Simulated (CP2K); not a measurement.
Two runs for the Si L₂,₃ edge of 3-silylfuran. Run A: CP2K XAS_TDP, all-electron GAPW, PBEh(45%), aug-pc-1, TDA, ZORA, spin–orbit coupling. Run B differs in one setting.

First lines with a strength over 0.0003. A:

```
                     atom  energy (eV)  states  strength, one atom
Si1 (bonded to C and 3 H)       101.07       2              0.0033
                                101.13       1              0.0019
                                101.20       2              0.0004
                                101.21       1              0.0006
                                101.33       1              0.0011
```

B:

```csv
atom,energy (eV),states,"strength, one atom"
Si1 (bonded to C and 3 H),104.67,2,0.0031
,104.73,1,0.0018
,104.79,2,0.0004
,104.81,1,0.0006
,104.92,1,0.0010
```

Which was it: the basis, GW2X switched on, the functional?

GW2X switched on. GW2X shifts the lines nearly together; each 2p level gets its own shift. The lowest line over the strength cut lies at 104.67 eV, against 101.07 eV (PBEh(45%), aug-pc-1).

[Banner, clock and machine lines of the logs are left out without a mark of their own.]

[Logs are printed without paths, hosts, clocks, repeated set-up lines and the standing remarks that a program may print on its own settings, such as how far it seeks lower states.]

[Hosts, paths, dates, database ids (printed as entryN), source tags and the programs' standing remarks are cut or masked in the printed files.]
